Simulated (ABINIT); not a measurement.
# Quasiparticle gap of CsGeCl3 (R3m) in ABINIT, part 2 of 3

Aim: the G0W0 gap of CsGeCl3 (R3m) on LDA, step by step.

ABINIT 10.8.3; LDA and many-body steps on it, plane waves. Known limits of the many-body steps: not at the basis limit; no spin-orbit coupling; coarse k mesh.

So far. Step 2 (Ground state): The gap is direct, at (0.500, 0.500, 0.500).

## Step 3: Bands along the symmetry lines

Level of this step: DFT, LDA, plane waves, norm-conserving pseudopotentials (ABINIT).

Levels along a band path, at the cheap level, show where the edges lie and whether the meshes to come will hold them.

Input file run.abi:

```
acell 3*1.0 Angstrom
rprim 
  3.846816390705 2.220960478697 3.178300533600
  -3.846816390705 2.220960478697 3.178300533600
  -0.000000000000 -4.441920957394 3.178300533600
ntypat 3
znucl 55 32 17
natom 5
typat 1 2 3 3 3
xred 
  0.998403350000 0.998403350000 0.998403350000
  0.515533150000 0.515533150000 0.515533150000
  0.496712670000 0.496712670000 0.948638170000
  0.496712670000 0.948638170000 0.496712670000
  0.948638170000 0.496712670000 0.496712670000
pp_dirpath "pseudos"
pseudos "Cs.upf, Ge.upf, Cl.upf"
ecut 56
iscf -2
irdden 1
kptopt 0
nkpt 31
kpt 
  0.00000000 0.00000000 0.00000000
  0.12500000 0.12500000 0.12500000
  0.25000000 0.25000000 0.25000000
  0.37500000 0.37500000 0.37500000
  0.50000000 0.50000000 0.50000000
  0.50194906 0.49805094 0.50000000
  0.50389812 0.49610188 0.50000000
  0.50584718 0.49415282 0.50000000
  0.50779624 0.49220376 0.50000000
  0.50000000 -0.49220376 0.49220376
  0.50000000 -0.36915282 0.36915282
  0.50000000 -0.24610188 0.24610188
  0.50000000 -0.12305094 0.12305094
  0.50000000 0.00000000 0.00000000
  0.37500000 0.00000000 0.00000000
  0.25000000 0.00000000 0.00000000
  0.12500000 0.00000000 0.00000000
  0.00000000 0.00000000 0.00000000
  0.12402547 -0.12402547 0.00000000
  0.24805094 -0.24805094 0.00000000
  0.37207641 -0.37207641 0.00000000
  0.49610188 -0.49610188 -0.00000000
  0.50389812 0.00000000 0.49610188
  0.50292359 0.00000000 0.49707641
  0.50194906 0.00000000 0.49805094
  0.50097453 0.00000000 0.49902547
  0.50000000 0.00000000 0.50000000
  0.37500000 0.00000000 0.37500000
  0.25000000 0.00000000 0.25000000
  0.12500000 0.00000000 0.12500000
  0.00000000 0.00000000 0.00000000
istwfk *1
nband 33
nbdbuf 2
tolwfr 1e-08
nstep 40
prtwf 0
prtvol 0
indata_prefix "in"
outdata_prefix "out"
tmpdata_prefix "tmp"
```

The run is started by

```
> OMP_NUM_THREADS=1 mpirun -n 4 abinit run.abi > log
```

Numbers of over 12 decimals in the logs are rounded to 6 here.

The program printed:

```text
.Version 10.8.3 of ABINIT. v10.8.2 released Aug 2026.

 Symmetries : space group R3 m (#160); Bravais hR (rhombohedral)
[... echo of the input left out ...]
== DATASET  1 ==================================================================
-   mpi_nproc: 4, omp_nthreads: 1 (-1 if OMP is not activated)

--- !DatasetInfo
iteration_state: {dtset: 1, }
dimensions: {natom: 5, nkpt: 31, mband: 33, nsppol: 1, nspinor: 1, nspden: 1, mpw: 22076, }
cutoff_energies: {ecut:  56.0, pawecutdg:  -1.0, }
electrons: {nelect:   5.20000000E+01, charge:   0.00000000E+00, occopt:   1.00000000E+00, tsmear:   1.00000000E-02, }

 Real(R)+Recip(G) space primitive vectors, cartesian coordinates (Bohr,Bohr^-1):
 R(1)=  7.2694294  4.1970070  6.0061176  G(1)=  0.0687812  0.0397108  0.0554990
 R(2)= -7.2694294  4.1970070  6.0061176  G(2)= -0.0687812  0.0397108  0.0554990
 R(3)=  0.0000000 -8.3940141  6.0061176  G(3)=  0.0000000 -0.0794217  0.0554990
 Unit cell volume ucvol=  1.0994743E+03 bohr^3
 Angles (23,13,12)=  8.95462282E+01  8.95462282E+01  8.95462282E+01 degrees

 getcut: wavevector=  0.0000  0.0000  0.0000  ngfft=  72  72  72
         ecut(hartree)=     56.000   => boxcut(ratio)=   2.07090

--- Pseudopotential description ------------------------------------------------
- Cs Generated using ONCVPSP code by D. R. Hamann
- 55.00000   9.00000  201201                  znucl, zion, pspdat
12 -1012 3 -1 2328                            pspcod,pspxc,lmax,lloc,mmax
     nproj     2     2     2     2
  pspatm : epsatm=   21.68725381
         --- l  ekb(1:nproj) -->
             0    6.247599    0.778427
             1    6.343167    0.797067
             2    3.778962    0.917083
[...]
pspatm: atomic psp has been read  and splines computed

- Ge Generated using ONCVPSP code by D. R. Hamann
- 32.00000  22.00000  201201                  znucl, zion, pspdat
12 -1012 2 -1 1524                            pspcod,pspxc,lmax,lloc,mmax
     nproj     2     2     2     0
  pspatm : epsatm=   22.63792625
         --- l  ekb(1:nproj) -->
[...]
pspatm: atomic psp has been read  and splines computed

- Cl Generated using ONCVPSP code by D. R. Hamann
- 17.00000   7.00000  180309                  znucl, zion, pspdat
12 -1012 2 -1 1016                            pspcod,pspxc,lmax,lloc,mmax
     nproj     2     2     2     0
  pspatm : epsatm=    8.88507506
         --- l  ekb(1:nproj) -->
[...]
pspatm: atomic psp has been read  and splines computed

--------------------------------------------------------------------------------

================================================================================
 prteigrs : about to open file out_EIG
 Non-SCF case, kpt    1 (  0.00000  0.00000  0.00000), residuals and eigenvalues=
  8.59E-09  3.11E-09  8.74E-09  8.35E-09  4.03E-09  6.47E-09  2.74E-09  7.32E-09
[...]
Non-SCF case, kpt   30 (  0.12500  0.00000  0.12500), residuals and eigenvalues=
[...]
Non-SCF case, kpt   31 (  0.00000  0.00000  0.00000), residuals and eigenvalues=
[...]
-1.1039E-01 -7.8766E-02 -2.9796E-02 -2.9796E-02 -2.3156E-02 -1.9345E-02
 -1.9345E-02 -1.2493E-02  1.9037E-01  2.2266E-01  2.2266E-01  2.4897E-01
[...]
--- !ResultsGS
iteration_state: {dtset: 1, }
comment   : Summary of ground state results
lattice_vectors:
- [  7.2694294,   4.1970070,   6.0061176, ]
- [ -7.2694294,   4.1970070,   6.0061176, ]
- [ -0.0000000,  -8.3940141,   6.0061176, ]
lattice_lengths: [  10.32148,   10.32148,   10.32148, ]
lattice_angles: [ 89.546,  89.546,  89.546, ] # degrees, (23, 13, 12)
lattice_volume:   1.0994743E+03
convergence: {deltae:  0.000E+00, res2:  0.000E+00, residm:  9.989E-09, diffor:  0.000E+00, }
etotal    :  -3.52333573E+02
entropy   :   0.00000000E+00
fermie    :   7.19807518E-02
cartesian_stress_tensor: null
pressure_GPa: null
xred      :
- [  9.9840E-01,   9.9840E-01,   9.9840E-01, Cs]
- [  5.1553E-01,   5.1553E-01,   5.1553E-01, Ge]
- [  4.9671E-01,   4.9671E-01,   9.4864E-01, Cl]
- [  4.9671E-01,   9.4864E-01,   4.9671E-01, Cl]
- [  9.4864E-01,   4.9671E-01,   4.9671E-01, Cl]
cartesian_forces: null
force_length_stats: {min: null, max: null, mean: null, }

 Integrated electronic density in atomic spheres:
 ------------------------------------------------
 Atom  Sphere_radius  Integrated_density
[...]
================================================================================

 ----iterations are completed or convergence reached----

 Mean square residual over all n,k,spin=   66.599E-10; max=  99.894E-10
 reduced coordinates (array xred) for    5 atoms
[...]
0.496712670000      0.948638170000      0.496712670000
       0.948638170000      0.496712670000      0.496712670000

 cartesian coordinates (angstrom) at end:
    1      0.000000     0.000000     9.519678
    2     -0.000000     0.000000     4.915558
    3     -0.000000    -2.007417     6.172461
    4     -1.738474     1.003709     6.172461
    5      1.738474     1.003709     6.172461
 length scales=  1.889726125908  1.889726125908  1.889726125908 bohr
              =  1.000000000000  1.000000000000  1.000000000000 angstroms
 prteigrs : about to open file out_EIG
 Eigenvalues (hartree) for nkpt=  31  k points:
 kpt#   1, nband= 33, wtk=  1.00000, kpt=  0.0000  0.0000  0.0000 (reduced coord)
[...]
kpt#   2, nband= 33, wtk=  1.00000, kpt=  0.1250  0.1250  0.1250 (reduced coord)
[...]
kpt#   3, nband= 33, wtk=  1.00000, kpt=  0.2500  0.2500  0.2500 (reduced coord)
[...]
kpt#  30, nband= 33, wtk=  1.00000, kpt=  0.1250  0.0000  0.1250 (reduced coord)
[...]
0.27141
 kpt#  31, nband= 33, wtk=  1.00000, kpt=  0.0000  0.0000  0.0000 (reduced coord)
[...]
-0.19166   -0.11039   -0.11039   -0.07877   -0.02980   -0.02980   -0.02316   -0.01935
  -0.01935   -0.01249    0.19037    0.22266    0.22266    0.24897    0.25604    0.25604
   0.28654

== END DATASET(S) ==============================================================
================================================================================

 -outvars: echo values of variables after computation  --------
            nband          33
             nkpt          31
          spgroup         160
 [... the other variables as echoed above ...]

 Calculation completed.
```

It took 1.9 min on 4 MPI ranks of AMD EPYC 9R45, shared host; peak memory 0.81 GiB.

Numbers from this step:

* gap: 1.975 eV
* k of the valence top: 0.5, 0.5, 0.5
* k of the conduction bottom: 0.5078, 0.4922, 0.5
* least direct gap: 1.977 eV

The gap is 1.975 eV, −0.002 eV from the run before at this level.

The electronic bands at the labelled points (eV, zero at the top of the highest filled band):

```csv
point,band 23,band 24,band 25,band 26,band 27,band 28,band 29,band 30
Γ,-2.59,-2.49,-2.49,-2.30,3.22,4.10,4.10,4.82
halfway,-2.43,-2.43,-2.38,-1.67,3.66,3.66,3.79,4.59
T,-2.21,-2.21,-2.15,0.00,1.98,1.98,2.00,5.07
halfway,-2.21,-2.21,-2.15,0.00,1.98,1.98,2.00,5.07
H2,-2.21,-2.21,-2.15,0.00,1.98,1.98,2.00,5.07
jump to H0,-2.21,-2.21,-2.15,0.00,1.98,1.98,2.00,5.07
halfway,-2.56,-2.46,-2.33,-1.04,2.40,3.59,3.73,5.09
L,-2.73,-2.62,-2.60,-1.57,2.82,4.54,5.03,5.18
halfway,-2.68,-2.60,-2.53,-2.06,3.77,4.23,4.51,4.59
Γ,-2.59,-2.49,-2.49,-2.30,3.22,4.10,4.10,4.82
halfway,-2.80,-2.56,-2.49,-1.77,3.83,4.03,4.50,4.89
S0,-2.68,-2.66,-2.19,-0.74,2.36,2.46,4.87,5.39
jump to S2,-2.68,-2.66,-2.19,-0.74,2.36,2.46,4.87,5.39
halfway,-2.68,-2.66,-2.19,-0.74,2.36,2.46,4.87,5.39
F,-2.68,-2.66,-2.19,-0.74,2.36,2.46,4.87,5.39
halfway,-2.67,-2.56,-2.39,-1.85,3.92,3.93,4.30,4.89
Γ,-2.59,-2.49,-2.49,-2.30,3.22,4.10,4.10,4.82
```

## Step 4: Empty states on the mesh, 2×2×2 mesh, 188 bands

The sums over transitions need many empty states on a uniform mesh; this step solves for them.

Input file run.abi:

```
acell 3*1.0 Angstrom
rprim 
  3.846816390705 2.220960478697 3.178300533600
  -3.846816390705 2.220960478697 3.178300533600
  -0.000000000000 -4.441920957394 3.178300533600
ntypat 3
znucl 55 32 17
natom 5
typat 1 2 3 3 3
xred 
  0.998403350000 0.998403350000 0.998403350000
  0.515533150000 0.515533150000 0.515533150000
  0.496712670000 0.496712670000 0.948638170000
  0.496712670000 0.948638170000 0.496712670000
  0.948638170000 0.496712670000 0.496712670000
pp_dirpath "pseudos"
pseudos "Cs.upf, Ge.upf, Cl.upf"
ecut 56
ngkpt 2 2 2
nshiftk 1
shiftk 0 0 0
kptopt 1
chksymbreak 0
iscf -2
irdden 1
istwfk *1
nband 188
nbdbuf 16
tolwfr 1e-09
nstep 60
prtvol 0
indata_prefix "in"
outdata_prefix "out"
tmpdata_prefix "tmp"
```

The program printed:

```text
.Version 10.8.3 of ABINIT. v10.8.2 released Aug 2026.

 Symmetries : space group R3 m (#160); Bravais hR (rhombohedral)
[... echo of the input left out ...]
== DATASET  1 ==================================================================
-   mpi_nproc: 4, omp_nthreads: 1 (-1 if OMP is not activated)

--- !DatasetInfo
iteration_state: {dtset: 1, }
dimensions: {natom: 5, nkpt: 4, mband: 188, nsppol: 1, nspinor: 1, nspden: 1, mpw: 22041, }
cutoff_energies: {ecut:  56.0, pawecutdg:  -1.0, }
electrons: {nelect:   5.20000000E+01, charge:   0.00000000E+00, occopt:   1.00000000E+00, tsmear:   1.00000000E-02, }

 Real(R)+Recip(G) space primitive vectors, cartesian coordinates (Bohr,Bohr^-1):
 R(1)=  7.2694294  4.1970070  6.0061176  G(1)=  0.0687812  0.0397108  0.0554990
 R(2)= -7.2694294  4.1970070  6.0061176  G(2)= -0.0687812  0.0397108  0.0554990
 R(3)=  0.0000000 -8.3940141  6.0061176  G(3)=  0.0000000 -0.0794217  0.0554990
 Unit cell volume ucvol=  1.0994743E+03 bohr^3
 Angles (23,13,12)=  8.95462282E+01  8.95462282E+01  8.95462282E+01 degrees

 getcut: wavevector=  0.0000  0.0000  0.0000  ngfft=  72  72  72
         ecut(hartree)=     56.000   => boxcut(ratio)=   2.07090

--- Pseudopotential description ------------------------------------------------
- Cs Generated using ONCVPSP code by D. R. Hamann
- 55.00000   9.00000  201201                  znucl, zion, pspdat
12 -1012 3 -1 2328                            pspcod,pspxc,lmax,lloc,mmax
     nproj     2     2     2     2
  pspatm : epsatm=   21.68725381
         --- l  ekb(1:nproj) -->
             0    6.247599    0.778427
             1    6.343167    0.797067
             2    3.778962    0.917083
[...]
pspatm: atomic psp has been read  and splines computed

- Ge Generated using ONCVPSP code by D. R. Hamann
- 32.00000  22.00000  201201                  znucl, zion, pspdat
12 -1012 2 -1 1524                            pspcod,pspxc,lmax,lloc,mmax
     nproj     2     2     2     0
  pspatm : epsatm=   22.63792625
         --- l  ekb(1:nproj) -->
[...]
pspatm: atomic psp has been read  and splines computed

- Cl Generated using ONCVPSP code by D. R. Hamann
- 17.00000   7.00000  180309                  znucl, zion, pspdat
12 -1012 2 -1 1016                            pspcod,pspxc,lmax,lloc,mmax
     nproj     2     2     2     0
  pspatm : epsatm=    8.88507506
         --- l  ekb(1:nproj) -->
[...]
pspatm: atomic psp has been read  and splines computed

--------------------------------------------------------------------------------

================================================================================
 prteigrs : about to open file out_EIG
 Non-SCF case, kpt    1 (  0.00000  0.00000  0.00000), residuals and eigenvalues=
  5.81E-10  7.30E-10  3.38E-10  1.72E-10  1.96E-10  6.59E-10  2.21E-10  3.72E-10
  4.74E-10  7.84E-10  7.20E-10  1.08E-10  5.34E-10  5.13E-10  9.55E-11  2.07E-10
  6.78E-10  7.77E-11  3.14E-10  4.09E-10  1.10E-10  1.29E-10  3.87E-10  1.26E-10
[...]
1.03E-05  7.79E-05  9.11E-05  1.63E-03
 -5.9101E+00 -3.9867E+00 -3.9867E+00 -3.9853E+00 -8.3432E-01 -8.3432E-01
 -8.3291E-01 -8.3291E-01 -8.3209E-01 -7.0671E-01 -4.9768E-01 -4.6637E-01
 -4.6637E-01 -2.2011E-01 -2.1994E-01 -2.1994E-01 -1.9166E-01 -1.1039E-01
[...]
1.8139E+00  1.8247E+00  1.8247E+00  1.8378E+00  1.8530E+00  1.8552E+00
  1.8552E+00  1.8715E+00  1.8816E+00  1.8816E+00  1.9015E+00  1.9017E+00
  1.9142E+00  1.9291E+00
 prteigrs : prtvol=0 or 1, do not print more k-points.

--- !ResultsGS
iteration_state: {dtset: 1, }
comment   : Summary of ground state results
lattice_vectors:
- [  7.2694294,   4.1970070,   6.0061176, ]
- [ -7.2694294,   4.1970070,   6.0061176, ]
- [ -0.0000000,  -8.3940141,   6.0061176, ]
lattice_lengths: [  10.32148,   10.32148,   10.32148, ]
lattice_angles: [ 89.546,  89.546,  89.546, ] # degrees, (23, 13, 12)
lattice_volume:   1.0994743E+03
convergence: {deltae:  0.000E+00, res2:  0.000E+00, residm:  9.979E-10, diffor:  0.000E+00, }
etotal    :  -3.52333573E+02
entropy   :   0.00000000E+00
fermie    :   7.19807518E-02
cartesian_stress_tensor: null
pressure_GPa: null
xred      :
- [  9.9840E-01,   9.9840E-01,   9.9840E-01, Cs]
- [  5.1553E-01,   5.1553E-01,   5.1553E-01, Ge]
- [  4.9671E-01,   4.9671E-01,   9.4864E-01, Cl]
- [  4.9671E-01,   9.4864E-01,   4.9671E-01, Cl]
- [  9.4864E-01,   4.9671E-01,   4.9671E-01, Cl]
cartesian_forces: null
force_length_stats: {min: null, max: null, mean: null, }

 Integrated electronic density in atomic spheres:
 ------------------------------------------------
 Atom  Sphere_radius  Integrated_density
[...]
================================================================================

 ----iterations are completed or convergence reached----

 Mean square residual over all n,k,spin=   46.999E-11; max=  99.785E-11
 reduced coordinates (array xred) for    5 atoms
[...]
0.496712670000      0.948638170000      0.496712670000
       0.948638170000      0.496712670000      0.496712670000

 cartesian coordinates (angstrom) at end:
    1      0.000000     0.000000     9.519678
    2     -0.000000     0.000000     4.915558
    3     -0.000000    -2.007417     6.172461
    4     -1.738474     1.003709     6.172461
    5      1.738474     1.003709     6.172461
 length scales=  1.889726125908  1.889726125908  1.889726125908 bohr
              =  1.000000000000  1.000000000000  1.000000000000 angstroms
 prteigrs : about to open file out_EIG
 Eigenvalues (hartree) for nkpt=   4  k points:
 kpt#   1, nband=188, wtk=  0.12500, kpt=  0.0000  0.0000  0.0000 (reduced coord)
[...]
1.75201    1.75456    1.75456    1.79945    1.79945    1.80733    1.81387    1.82471
   1.82471    1.83782    1.85296    1.85522    1.85522    1.87147    1.88158    1.88159
   1.90151    1.90169    1.91420    1.92910
 prteigrs : prtvol=0 or 1, do not print more k-points.

== END DATASET(S) ==============================================================
================================================================================

 -outvars: echo values of variables after computation  --------
            nband         188
             nkpt           4
          spgroup         160
 [... the other variables as echoed above ...]

 Calculation completed.
```

The job ended after 2.6 min (4 MPI ranks; peak memory 0.76 GiB).

This step gave:

- gap: 1.977 eV
- k of the valence top: 0.5, 0.5, 0.5
- k of the conduction bottom: 0.5, 0.5, 0.5
- least direct gap: 1.977 eV
- k points computed: 4
- lowest point of the top converged band, above the valence top: 46.91 eV

On this mesh the gap is 1.977 eV.

## Step 5: Screening, 2×2×2 mesh, 172 bands, screening to 119.7 eV

The RPA dielectric matrix is built and inverted for each q.

This step: RPA screening on LDA, plane waves, norm-conserving pseudopotentials.

run.abi, as its differences from that of step 4:

```diff
@@ -23,10 +23,11 @@
 chksymbreak 0
-iscf -2
-irdden 1
 istwfk *1
-nband 188
-nbdbuf 16
-tolwfr 1e-09
-nstep 60
-prtvol 0
+occopt 1
+irdwfk 1
+optdriver 3
+nband 172
+ecuteps 4.4
+inclvkb 2
+awtr 1
+symchi 1
 indata_prefix "in"
```

The program printed:

```text
.Version 10.8.3 of ABINIT. v10.8.2 released Aug 2026.

 Symmetries : space group R3 m (#160); Bravais hR (rhombohedral)
[... echo of the input left out ...]
== DATASET  1 ==================================================================
-   mpi_nproc: 4, omp_nthreads: 1 (-1 if OMP is not activated)

--- !DatasetInfo
iteration_state: {dtset: 1, }
dimensions: {natom: 5, nkpt: 4, mband: 172, nsppol: 1, nspinor: 1, nspden: 1, mpw: 22041, }
cutoff_energies: {ecut:  56.0, pawecutdg:  -1.0, }
electrons: {nelect:   5.20000000E+01, charge:   0.00000000E+00, occopt:   1.00000000E+00, tsmear:   1.00000000E-02, }

 SCREENING: Calculation of the susceptibility and dielectric matrices

 Based on a program developped by R.W. Godby, V. Olevano, G. Onida, and L. Reining.
 Incorporated in ABINIT by V. Olevano, G.-M. Rignanese, and M. Torrent.
.Using double precision arithmetic ; gwpc =  8

[... cell and pseudopotentials left out ...]
--------------------------------------------------------------------------------

 ==== K-mesh for the wavefunctions ====
 Number of points in the irreducible wedge :     4
[... list of points left out ...]
 Together with  6 symmetry operations and time-reversal symmetry
 yields     8 points in the full Brillouin Zone.

 ==== Q-mesh for the screening function ====
 Number of points in the irreducible wedge :     4
[... list of points left out ...]
 Together with  6 symmetry operations and time-reversal symmetry
 yields     8 points in the full Brillouin Zone.

 setmesh: FFT mesh size selected  =    45x   45x   45
          total number of points  =        91125

 vcoul_init : cutoff-mode = AUXILIARY_FUNCTION
 q-points for optical limit:   1
     1)      0.000010    0.000020    0.000030

- screening: taking advantage of time-reversal symmetry
- Maximum band index for partially occupied states nbvw = 26
- Remaining bands to be divided among processors   nbcw = 146
- Number of bands treated by each node ~36

 Number of electrons calculated from density =   52.0000; Expected =   52.0000
 average of density, n =  0.047295
 r_s =    1.7154
 omega_plasma =   20.9780 [eV]

 calculating chi0 at frequencies [eV] :
  1    0.000000E+00    0.000000E+00
  2    0.000000E+00    2.097803E+01

--------------------------------------------------------------------------------
  q-point number  1        q = ( 0.000000, 0.000000, 0.000000) [r.l.u.]
--------------------------------------------------------------------------------
[... chi0 elements left out ...]
 For q-point:  0.000010 0.000020 0.000030
  dielectric constant =   5.9646
  dielectric constant without local fields =   7.2307

  Average fulfillment of the sum rule on Im[epsilon] for q-point    1 :     51.20  [%]
[... wings left out ...]
  q-point number  2        q = ( 0.500000, 0.000000, 0.000000) [r.l.u.]
--------------------------------------------------------------------------------
[... chi0 elements left out ...]
  Average fulfillment of the sum rule on Im[epsilon] for q-point    2 :     55.26  [%]

 [... 2 further q-points ...]
```

It took 54 s on 4 MPI ranks; peak memory 2.9 GiB; 3.6 min of CPU time.

This step gave:

| Quantity | Value |
| --- | --- |
| ε∞ with local fields, on this mesh, along the program's q direction | 5.965 |
| the same without local fields | 7.231 |
| plasma frequency | 20.98 eV |
| plane waves in the screening matrix | 467 |

Local fields lower ε∞ by 18 %. On a Γ-centred mesh this coarse the value itself is usually too large, while a short band sum pulls it down.

(Continued in part 3 of 3.)

[Paths, hosts, dates, memory and timing lines, banners, echoed tables and standing remarks are left out of the program output.]

[Logs are printed without paths, hosts, clocks, repeated set-up lines and the standing remarks that a program may print on its own settings, such as how far it seeks lower states.]

[Runs of the session that timed out or met a known fault of the program may be left out.]

[Hosts, paths, dates, database ids (printed as entryN), source tags and the programs' standing remarks are cut or masked in the printed files.]

[G0W0 gaps are taken among the corrected bands and points alone; a level outside them can change the order at an edge.]

[Where Ansatz stands beside ABINIT at settings called matched, ABINIT's density can come from a denser mesh and the files from another edition; pairs whose starting gaps differed by over 0.03 eV were left out, so agreement reads better than it is.]
